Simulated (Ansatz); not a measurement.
**How fast states decay through LiNbBr6**

Aim: relax a made-up compound, LiNbBr6, and see how good a tunnel barrier it would be. It is built by putting Br for F, Nb for Ta in the LiTaF6 structure of space group R-3, with the volume rescaled by atomic radii. The parent structure comes from the Materials Project.

Main program and level: Ansatz 0.2.0; PBE DFT, plane waves, PAW files, in the first sound run; inputs show where later runs differ.

The structure was built from a prototype and need not be the compound's stable phase.

## Step 1: Starting point

It takes space group R-3 (No. 148, trigonal). Conventional cell: a = 6.584 Å, b = 6.584 Å, c = 17.293 Å, α = 90.00°, β = 90.00°, γ = 120.00°. Li has 6 Br at 2.53 Å nearest. Nb has 6 Br at 2.44 Å nearest. Br has 1 Nb at 2.44 Å and 1 Li at 2.53 Å nearest. It derives from LiTaF6. Br for F, Nb for Ta in the LiTaF6 structure of space group R-3. Farther neighbours and most contacts between anions are not listed.

## Step 2: Cell and atoms at rest

The substituted atoms don't fit the parent's cell, so cell and atoms relax together. A small smearing keeps the run stable in case the gap closes on the way.

input.yaml

```yaml
crystal:
  lattice:
    - [3.2919037456, 1.9005815137, 5.7644386103]
    - [-3.2919037456, 1.9005815137, 5.7644386103]
    - [0.0, -3.8011630273, 5.7644386103]
  atoms:
    - { symbol: Li, position: [0.5, 0.5, 0.5] }
    - { symbol: Nb, position: [0.0, 0.0, 0.0] }
    - { symbol: Br, position: [0.64967097, 0.24539065, 0.86097381] }
    - { symbol: Br, position: [0.24539065, 0.86097381, 0.64967097] }
    - { symbol: Br, position: [0.86097381, 0.64967097, 0.24539065] }
    - { symbol: Br, position: [0.35032903, 0.75460935, 0.13902619] }
    - { symbol: Br, position: [0.75460935, 0.13902619, 0.35032903] }
    - { symbol: Br, position: [0.13902619, 0.35032903, 0.75460935] }
kpoints:
  mp_grid: { grid: [4, 4, 4] }
scf:
  occupations: { method: gaussian, width: 0.03 }
hamiltonian:
  xc: pbe
output:
  forces: true
  stress: true
relax:
  f_tol: 0.02
  max_steps: 60
  cell: {}
```

Run with:

```sh
ansatz run input.yaml --threads 2 --pin off --max-ram 4096MiB --backend cpu --events-out ev --progress --plain --runs-dir out
```

Numbers of over 12 decimals in the logs are rounded to 6 here.

The log of the run:

```text
Engine: ansatz 0.2.0, aarch64-unknown-linux-gnu
Pseudopotentials: kind: paw
Pseudopotential: Li, paw, valence charge 3, recommended cutoff 420 eV (normal), Li.paw.azcp
Pseudopotential: Nb, paw, valence charge 13, recommended cutoff 420 eV (normal), Nb.paw.azcp
Pseudopotential: Br, paw, valence charge 7, recommended cutoff 420 eV (normal), Br.paw.azcp
Functional definition: PBE
  parameter kappa = 0.804
  parameter beta = 0.066725
  exchange = pbe_x(kappa = kappa, mu = beta*pi^2/3)
  correlation = pbe_c(beta = beta)
Crystal: 8 atoms, lattice volume = 216.392 Å³
Basis set: ecut = 420 eV, 4189 PW (Γ), exchange–correlation on 96×96×96 points (8 copies of the dense FFT grid, shifted against one another)
Bands: 37, of which v1, the nominal top of the filled ones, is band 29 counted from 1 (28 counted from 0)
Symmetry: 6 space group operations
Space group: R-3 (ITA 148), of the structure as read, at distance tolerance 6.0e-5 Å
k-points: 14 of 64
Non-local potential: Li, projectors of the file, l = 0: 3, l = 1: 2, l = 2: 1
Non-local potential: Nb, projectors of the file, l = 0: 3, l = 1: 2, l = 2: 2, l = 3: 1
Non-local potential: Br, projectors of the file, l = 0: 2, l = 1: 2, l = 2: 2
PAW form: soft (Blöchl's): semilocal exchange-correlation on the pseudo side does not see the compensation charge
PAW one-centre angular grid: Li, 110 points (default); XC on 64 Gauss nodes
PAW one-centre angular grid: Nb, 590 points (default); XC on 64 Gauss nodes
PAW one-centre angular grid: Br, 110 points (default); XC on 64 Gauss nodes
Initial density: superposition of atomic densities (neutral atoms: chi_scale 0, normalization atom), corrected by the library's trained network
Initial wavefunctions: pseudopotential atomic-orbital guess
Functional: x = pbe(κ = 0.804, μ = 0.219515), c = pbe(β = 0.066725)
SCF iter   1: F=—  HF=-21463.234756 eV  |F-HF|=—  |Δ(HF+E_count)|=         —  Δρ=1.19e-3  dr2=1.16e-2  ethr=1.77e-3  ⟨swp⟩=10.5  Hψ=3007  notcnv=0  defer=2
preconditioner: auto → Resta (q_TF=auto, 2.191 Å⁻¹)  ε∞=4.3  [insulator: Δε(μ)=1.578 eV  Ē_g=9.668 eV  σ=0.030 eV  W_gap=1.00  n_scr=34 (ndim 8)  ℏωp=17.5 eV  f_vac=0.064  D(μ)=0.00/eV (n_scr^D=0)  ε∞_Penn≈4.3]
SCF iter   2: F=—  HF=-21463.233547 eV  |F-HF|=—  |Δ(HF+E_count)|=   1.21e-3  Δρ=6.97e-4  dr2=1.44e-3  ethr=2.00e-5  ⟨swp⟩=2.4  Hψ=984  notcnv=0  defer=38
SCF iter   3: F=—  HF=-21463.233612 eV  |F-HF|=—  |Δ(HF+E_count)|=   6.52e-5  Δρ=3.16e-4  dr2=4.29e-4  ethr=2.48e-6  ⟨swp⟩=2.7  Hψ=807  notcnv=0  defer=38
SCF iter   4: F=—  HF=-21463.233745 eV  |F-HF|=—  |Δ(HF+E_count)|=   1.33e-4  Δρ=1.46e-4  dr2=7.64e-5  ethr=7.40e-7  ⟨swp⟩=2.4  Hψ=735  notcnv=0  defer=38
SCF iter   5: F=—  HF=-21463.233660 eV  |F-HF|=—  |Δ(HF+E_count)|=   8.46e-5  Δρ=3.94e-5  dr2=7.06e-6  ethr=1.32e-7  ⟨swp⟩=2.0  Hψ=721  notcnv=0  defer=38
SCF iter   6: F=—  HF=-21463.233666 eV  |F-HF|=—  |Δ(HF+E_count)|=   5.54e-6  Δρ=5.51e-6  dr2=1.48e-7  ethr=1.22e-8  ⟨swp⟩=2.0  Hψ=728  notcnv=0  defer=38
SCF iter   7: F=-21463.233666 eV  HF=-21463.233666 eV  |F-HF|=5.85e-9  |Δ(HF+E_count)|=   2.27e-7  Δρ=9.69e-7  dr2=3.79e-9  ethr=1.72e-10  ⟨swp⟩=5.0  Hψ=1973  notcnv=0
SCF 1 converged in 7 iterations: F = -21463.233666 eV  dr2 = 3.79e-9
  greatest PAW one-centre occupation: 1.000 electrons in one spin orbital (limit 2), on the Li atom at site 0 (counted from 0), in its partial waves of l = 0
relax step   1: F+E_penalty+E_count = -21463.23366618 eV  Δ(F+E_penalty+E_count) = +0.000e0 eV  max|allowed force component| = 1.013e0 eV/Å  Δτ_max = 0.0000 Å  P = +7.851 GPa  Ω = 216.392 Å³  (7 SCF iters, dr2 threshold 1.00e-7 eV, accepted)
Crystal: 8 atoms, lattice volume = 247.805 Å³
Basis set: ecut = 420 eV, 4845 PW (Γ), exchange–correlation on 96×96×96 points (8 copies of the dense FFT grid, shifted against one another)
Initial density: handed on by an earlier stage of this run
Initial wavefunctions: those handed on with the density
iter 1 solved again at ethr=2.28e-3 eV; its pass at ethr=3.10e-3 eV (dr2=1.32e0 eV) is discarded
SCF iter   1: F=—  HF=-21464.082859 eV  |F-HF|=—  |Δ(HF+E_count)|=         —  Δρ=1.23e-2  dr2=1.32e0  ethr=2.28e-3  ⟨swp⟩=1.2  Hψ=3338  notcnv=0
preconditioner: auto → Resta (q_TF=auto, 2.142 Å⁻¹)  ε∞=4.3  [insulator: Δε(μ)=1.712 eV  Ē_g=9.008 eV  σ=0.030 eV  W_gap=1.00  n_scr=52 (ndim 8)  ℏωp=16.3 eV  f_vac=0.078  D(μ)=0.00/eV (n_scr^D=0)  ε∞_Penn≈4.3]
SCF iter   2: F=—  HF=-21463.988546 eV  |F-HF|=—  |Δ(HF+E_count)|=   9.43e-2  Δρ=1.05e-2  dr2=8.03e-1  ethr=2.27e-3  ⟨swp⟩=2.6  Hψ=925  notcnv=0
SCF iter   3: F=—  HF=-21463.899061 eV  |F-HF|=—  |Δ(HF+E_count)|=   8.95e-2  Δρ=2.73e-3  dr2=4.34e-2  ethr=1.38e-3  ⟨swp⟩=2.0  Hψ=700  notcnv=0  defer=12
SCF iter   4: F=—  HF=-21463.890699 eV  |F-HF|=—  |Δ(HF+E_count)|=   8.36e-3  Δρ=1.40e-3  dr2=1.23e-2  ethr=7.48e-5  ⟨swp⟩=2.0  Hψ=798  notcnv=0  defer=42
SCF iter   5: F=—  HF=-21463.889623 eV  |F-HF|=—  |Δ(HF+E_count)|=   1.08e-3  Δρ=2.60e-4  dr2=3.35e-4  ethr=2.12e-5  ⟨swp⟩=2.0  Hψ=546  notcnv=0  defer=42
SCF iter   6: F=—  HF=-21463.889687 eV  |F-HF|=—  |Δ(HF+E_count)|=   6.47e-5  Δρ=1.31e-4  dr2=1.12e-4  ethr=5.78e-7  ⟨swp⟩=2.0  Hψ=862  notcnv=0  defer=42
SCF iter   7: F=—  HF=-21463.889697 eV  |F-HF|=—  |Δ(HF+E_count)|=   9.59e-6  Δρ=2.93e-5  dr2=5.54e-6  ethr=1.94e-7  ⟨swp⟩=1.2  Hψ=479  notcnv=0  defer=42
SCF iter   8: F=-21463.889699 eV  HF=-21463.889698 eV  |F-HF|=1.47e-7  |Δ(HF+E_count)|=   1.67e-6  Δρ=4.60e-6  dr2=9.85e-8  ethr=1.38e-9  ⟨swp⟩=5.0  Hψ=2028  notcnv=0
SCF 2 converged in 8 iterations: F = -21463.889699 eV  dr2 = 9.85e-8
relax step   2: F+E_penalty+E_count = -21463.88969864 eV  Δ(F+E_penalty+E_count) = -6.560e-1 eV  max|allowed force component| = 6.794e-1 eV/Å  Δτ_max = 0.1342 Å  P = -1.813 GPa  Ω = 247.805 Å³  energy of the carried Pulay correction = -2.583e-3 eV  (8 SCF iters, dr2 threshold 8.00e-7 eV, accepted)
Crystal: 8 atoms, lattice volume = 250.110 Å³
Basis set: ecut = 420 eV, 4887 PW (Γ), exchange–correlation on 96×96×96 points (8 copies of the dense FFT grid, shifted against one another)
iter 1 solved again at ethr=1.93e-4 eV; its pass at ethr=3.10e-3 eV (dr2=1.12e-1 eV) is discarded
SCF iter   1: F=—  HF=-21464.105425 eV  |F-HF|=—  |Δ(HF+E_count)|=         —  Δρ=4.47e-3  dr2=1.52e-1  ethr=1.93e-4  ⟨swp⟩=2.8  Hψ=2902  notcnv=0
eigensolver tolerance schedule calibrated: the retry pair's looser diagonalisation under-reported the residual by θ = 0.26 (0.22/decade); ethr = c·dr2/N_el runs at the constant in force after the calibration composes with the one it found (an armed cap, an earlier calibration), c = 2.1e-2
preconditioner: auto → Resta (q_TF=auto, 2.138 Å⁻¹)  ε∞=4.3  [insulator: Δε(μ)=1.360 eV  Ē_g=8.890 eV  σ=0.030 eV  W_gap=1.00  n_scr=52 (ndim 8)  ℏωp=16.3 eV  f_vac=0.053  D(μ)=0.00/eV (n_scr^D=0)  ε∞_Penn≈4.3]
SCF iter   2: F=—  HF=-21464.094131 eV  |F-HF|=—  |Δ(HF+E_count)|=   1.13e-2  Δρ=3.43e-3  dr2=5.89e-2  ethr=5.56e-5  ⟨swp⟩=3.6  Hψ=1153  notcnv=0
SCF iter   3: F=—  HF=-21464.086645 eV  |F-HF|=—  |Δ(HF+E_count)|=   7.49e-3  Δρ=1.48e-3  dr2=6.53e-3  ethr=2.16e-5  ⟨swp⟩=2.0  Hψ=999  notcnv=0
SCF iter   4: F=—  HF=-21464.086098 eV  |F-HF|=—  |Δ(HF+E_count)|=   5.48e-4  Δρ=2.92e-4  dr2=3.30e-4  ethr=2.39e-6  ⟨swp⟩=2.0  Hψ=969  notcnv=0
SCF iter   5: F=—  HF=-21464.086003 eV  |F-HF|=—  |Δ(HF+E_count)|=   9.43e-5  Δρ=5.35e-5  dr2=1.76e-5  ethr=1.21e-7  ⟨swp⟩=2.0  Hψ=910  notcnv=0
SCF iter   6: F=-21464.086007 eV  HF=-21464.086007 eV  |F-HF|=1.46e-7  |Δ(HF+E_count)|=   3.27e-6  Δρ=1.35e-5  dr2=7.13e-7  ethr=2.93e-10  ⟨swp⟩=3.6  Hψ=2296  notcnv=0
SCF 3 converged in 6 iterations: F = -21464.086007 eV  dr2 = 7.13e-7
relax step   3: F+E_penalty+E_count = -21464.08600673 eV  Δ(F+E_penalty+E_count) = -1.963e-1 eV  max|allowed force component| = 1.598e-1 eV/Å  Δτ_max = 0.1267 Å  P = -0.407 GPa  Ω = 250.110 Å³  energy of the carried Pulay correction = -2.759e-3 eV  (6 SCF iters, dr2 threshold 8.00e-7 eV, accepted)
[...]
relax step   4: F+E_penalty+E_count = -21464.07789694 eV  Δ(F+E_penalty+E_count) = +8.110e-3 eV  max|allowed force component| = 2.092e-1 eV/Å  Δτ_max = 0.0895 Å  P = +0.209 GPa  Ω = 248.083 Å³  energy of the carried Pulay correction = -2.605e-3 eV  (6 SCF iters, dr2 threshold 8.00e-7 eV, rejected (line search))
[...]
relax step   5: F+E_penalty+E_count = -21464.10572375 eV  Δ(F+E_penalty+E_count) = -1.972e-2 eV  max|allowed force component| = 1.116e-2 eV/Å  Δτ_max = 0.0436 Å  P = -0.049 GPa  Ω = 247.224 Å³  energy of the carried Pulay correction = -2.539e-3 eV  (9 SCF iters, accepted)
[...]
relax step   6: F+E_penalty+E_count = -21464.10733589 eV  Δ(F+E_penalty+E_count) = -1.612e-3 eV  max|allowed force component| = 1.455e-2 eV/Å  Δτ_max = 0.0128 Å  P = +0.007 GPa  Ω = 245.685 Å³  energy of the carried Pulay correction = -2.420e-3 eV  (6 SCF iters, dr2 threshold 2.01e-8 eV, accepted)
[...]
relax step   7: F+E_penalty+E_count = -21464.10890574 eV  Δ(F+E_penalty+E_count) = -1.570e-3 eV  max|allowed force component| = 5.215e-4 eV/Å  Δτ_max = 0.0224 Å  P = -0.017 GPa  Ω = 243.783 Å³  energy of the carried Pulay correction = -2.272e-3 eV  (7 SCF iters, dr2 threshold 2.14e-8 eV, accepted)
Basis set: ecut = 420 eV, 4773 PW (Γ), exchange–correlation on 100×100×100 points (8 copies of the dense FFT grid, shifted against one another)
Initial wavefunctions: pseudopotential atomic-orbital guess (no wavefunctions were taken with the density)
iter 1 solved again at ethr=2.86e-6 eV; its pass at ethr=3.10e-3 eV (dr2=1.66e-3 eV) is discarded
SCF iter   1: F=—  HF=-21464.109868 eV  |F-HF|=—  |Δ(HF+E_count)|=         —  Δρ=1.16e-4  dr2=2.52e-6  ethr=2.86e-6  ⟨swp⟩=3.2  Hψ=4116  notcnv=0
eigensolver tolerance schedule: the retry pair's looser diagonalisation over-reported the residual by 658.08 of it (diagonalisation noise at 1.55 of the residual, at the tolerance the schedule requests for it); recorded, not acted on — ethr = c·dr2/N_el stays at c = 1.0e-1
preconditioner: auto → Resta (q_TF=auto, 2.148 Å⁻¹)  ε∞=4.4  [insulator: Δε(μ)=1.436 eV  Ē_g=8.986 eV  σ=0.030 eV  W_gap=1.00  n_scr=46 (ndim 8)  ℏωp=16.5 eV  f_vac=0.039  D(μ)=0.00/eV (n_scr^D=0)  ε∞_Penn≈4.4]
SCF iter   2: F=—  HF=-21464.110252 eV  |F-HF|=—  |Δ(HF+E_count)|=   3.84e-4  Δρ=5.98e-5  dr2=7.15e-7  ethr=4.34e-9  ⟨swp⟩=3.1  Hψ=970  notcnv=0
SCF iter   3: F=—  HF=-21464.110419 eV  |F-HF|=—  |Δ(HF+E_count)|=   1.67e-4  Δρ=1.45e-5  dr2=1.24e-6  ethr=1.23e-9  ⟨swp⟩=2.0  Hψ=924  notcnv=0
SCF iter   4: F=—  HF=-21464.110420 eV  |F-HF|=—  |Δ(HF+E_count)|=   1.45e-6  Δρ=2.77e-6  dr2=1.13e-8  ethr=1.23e-9  ⟨swp⟩=1.0  Hψ=518  notcnv=0
SCF iter   5: F=—  HF=-21464.110420 eV  |F-HF|=—  |Δ(HF+E_count)|=   6.00e-8  Δρ=9.15e-7  dr2=5.40e-9  ethr=1.95e-11  ⟨swp⟩=2.1  Hψ=910  notcnv=0
SCF iter   6: F=—  HF=-21464.110420 eV  |F-HF|=—  |Δ(HF+E_count)|=  2.76e-10  Δρ=2.61e-7  dr2=2.81e-10  ethr=9.31e-12  ⟨swp⟩=1.0  Hψ=518  notcnv=0
SCF iter   7: F=-21464.110420 eV  HF=-21464.110420 eV  |F-HF|=3.64e-12  |Δ(HF+E_count)|=  3.64e-11  Δρ=4.44e-8  dr2=4.63e-12  ethr=1.00e-12  ⟨swp⟩=5.0  Hψ=1974  notcnv=0
SCF 8 converged in 7 iterations: F = -21464.110420 eV  dr2 = 4.63e-12
relax step   8: F+E_penalty+E_count = -21464.11042021 eV  Δ(F+E_penalty+E_count) = -1.514e-3 eV  max|allowed force component| = 7.753e-4 eV/Å  Δτ_max = 0.0000 Å  P = -0.023 GPa  Ω = 243.783 Å³  stress off target by 2.84e-2 GPa  SCF on the basis re-selected at this cell (its energy is not comparable with the rows above)  (7 SCF iters)
basis re-selected at this cell: Δ(F+E_penalty+E_count) = -1.514e-3 eV, ΔP = -0.006 GPa vs the last step (what re-selecting the basis moved, of the pressure what is left beyond the Pulay correction that the steps carried, after the strain that the cell walked since its last selection, with what the two solves' SCF thresholds leave and, on support functions, any second-order correction that the steps lacked; it is no measure of the basis error at this ecutwfc). The dense FFT grid was sized anew with the basis: this SCF ran on 50×50×50 points, the steps before it on 48×48×48, so part of this shift can come from that change (see relax.cell in the input reference). [rest of the remark cut]
SCF converged after 7 iterations
Free energy (F): -21464.110420 eV
Harris-Foulkes:  -21464.110420 eV  (|F-HF|=3.64e-12)
Internal energy: -21464.110420 eV  (E = F + TS)
E sigma→0 (E₀):  -21464.110420 eV
Fermi energy:    2.824367 eV
--- Per-component energies (eV) ---
  E_band       = -489.987651
  E_kinetic    = 1208.096599
  E_local      = -3281.722995  (includes V_loc(G=0)·N_el)
  E_nonlocal   = 505.173824
  E_hartree    = 1054.568367
  E_xc         = -1768.967636
  E_vxc        = -842.312356  (∫ρ·V_xc dr)
  E_paw        = -16573.222334  (= ΣΔE_a)
  E_vpaw       = -188.359480  (= ΣTr[D̂ρ^β])
  E_aug_tail   = 0.000026  (compensation charges beyond the density's cutoff)
  E_ewald      = -2608.036272
  E_smearing   = -0.000000  (= −TS)
  E_closure    = 0.000000  (closes the sum)
  Σ components = -21464.110420   (vs F -21464.110420, Δ=0.00e0)
--- Forces (eV/Å), atoms counted from 1 ---
  atom   1  Li     0.00000000     0.00000000     0.00000000
  atom   2  Nb     0.00000000    -0.00000000     0.00000000
  atom   3  Br     0.00058910    -0.00053020     0.00034609
  atom   4  Br    -0.00075372    -0.00024508     0.00034609
  atom   5  Br     0.00016461     0.00077528     0.00034609
  atom   6  Br    -0.00058910     0.00053020    -0.00034609
  atom   7  Br     0.00075372     0.00024508    -0.00034609
  atom   8  Br    -0.00016461    -0.00077528    -0.00034609
  max |Σ_I F_I| component: 1.39e-17 eV/Å
--- Stress (GPa, compression-positive) ---
       -0.028440      -0.000000       0.000000
        0.000000      -0.028440       0.000000
       -0.000000       0.000000      -0.011393
  P = ⅓ Tr σ = -0.0228 GPa (-0.228 kbar)
--- Relaxed structure (7 steps of the walk, 6 accepted, 1 SCFs on fresh bases) ---
  F+E_penalty+E_count = -21464.11042021 eV   max|allowed force component| = 7.753e-4 eV/Å   (the final SCF, on the basis selected at the relaxed cell)
  cell:  # Å, volume = 243.7832 Å³
    - [3.406872, 1.966959, 6.063192]
    - [-3.406872, 1.966959, 6.063192]
    - [-2.681521329886154e-18, -3.933918, 6.063192]
  atoms:
    - { symbol: Li, position: [0.5, 0.5, 0.5] }
    - { symbol: Nb, position: [0, -3.540176957916967e-19, 7.243279219512323e-19] }
    - { symbol: Br, position: [0.620105, 0.230939, 0.908540] }
    - { symbol: Br, position: [0.230939, 0.908540, 0.620105] }
    - { symbol: Br, position: [0.908540, 0.620105, 0.230939] }
    - { symbol: Br, position: [0.379895, 0.769061, 0.091460] }
    - { symbol: Br, position: [0.769061, 0.091460, 0.379895] }
    - { symbol: Br, position: [0.091460, 0.379895, 0.769061] }
```

Run time: 19 s. Hardware: 2 threads of Arm Neoverse V2, shared host; peak memory 0.55 GiB.

The steps of the relaxation:

```csv
step,energy less that of the first step (eV),largest force component (eV/Å),pressure (GPa),volume (Å³)
1,0.0000,1.0125,7.85,216.39
2,-0.6560,0.6794,-1.81,247.80
3,-0.8523,0.1598,-0.41,250.11
4,-0.8442,0.2092,0.21,248.08
5,-0.8721,0.0112,-0.05,247.22
6,-0.8737,0.0145,0.01,245.69
7,-0.8752,0.0005,-0.02,243.78
8*,-0.8768,0.0008,-0.02,243.78
```

Relaxation steps marked * repeat the geometry before them on a plane-wave basis chosen anew for their cell, so energy and pressure can jump there. Relaxation step 4 was tried and not accepted.

The run keeps the 6 symmetry operations that it works with, so distortions that break them were not tested.

```
conventional cell, symmetrised  before   after   change
                         a (Å)   6.584   6.814   +3.5 %
                         b (Å)   6.584   6.814   +3.5 %
                         c (Å)  17.293  18.190   +5.2 %
              volume (Å³/atom)   27.05   30.47  +12.7 %
```

The atoms that moved most (Å, as changes of fractional coordinates times the final cell):

| atom | dx | dy | dz | length |
| --- | --- | --- | --- | --- |
| Br5 | 0.263 | 0.092 | 0.022 | 0.279 |
| Br6 | 0.051 | 0.274 | -0.022 | 0.279 |
| Br7 | 0.211 | -0.181 | -0.022 | 0.279 |
| Br4 | -0.211 | 0.181 | 0.022 | 0.279 |
| Br3 | -0.051 | -0.274 | 0.022 | 0.279 |
| Br8 | -0.263 | -0.092 | -0.022 | 0.279 |

Final coordinates:

```cif
data_structure
_symmetry_space_group_name_H-M 'P 1'
_symmetry_Int_Tables_number 1
_cell_length_a 7.2276
_cell_length_b 7.2276
_cell_length_c 7.2276
_cell_angle_alpha 56.247
_cell_angle_beta 56.247
_cell_angle_gamma 56.247
_cell_volume 243.78
loop_
_atom_site_label
_atom_site_type_symbol
_atom_site_fract_x
_atom_site_fract_y
_atom_site_fract_z
_atom_site_occupancy
Li1 Li 0.50000 0.50000 0.50000 1
Nb2 Nb 0.00000 0.00000 0.00000 1
Br3 Br 0.62010 0.23094 0.90854 1
Br4 Br 0.23094 0.90854 0.62010 1
Br5 Br 0.90854 0.62010 0.23094 1
Br6 Br 0.37990 0.76906 0.09146 1
Br7 Br 0.76906 0.09146 0.37990 1
Br8 Br 0.09146 0.37990 0.76906 1
```

Numbers from this step:

| Quantity | Value |
| --- | --- |
| free energy | -21464.1104 eV |
| Fermi energy | 2.824 eV |
| pressure | -0.02276 GPa |

The largest force component on a free atom ends at 7.8e-4 eV/Å.

(Continued in part 2 of 3.)

[Logs are printed without paths, hosts, clocks, repeated set-up lines and the standing remarks that a program may print on its own settings, such as how far it seeks lower states.]

[Hosts, paths, dates, database ids (printed as entryN), source tags and the programs' standing remarks are cut or masked in the printed files.]
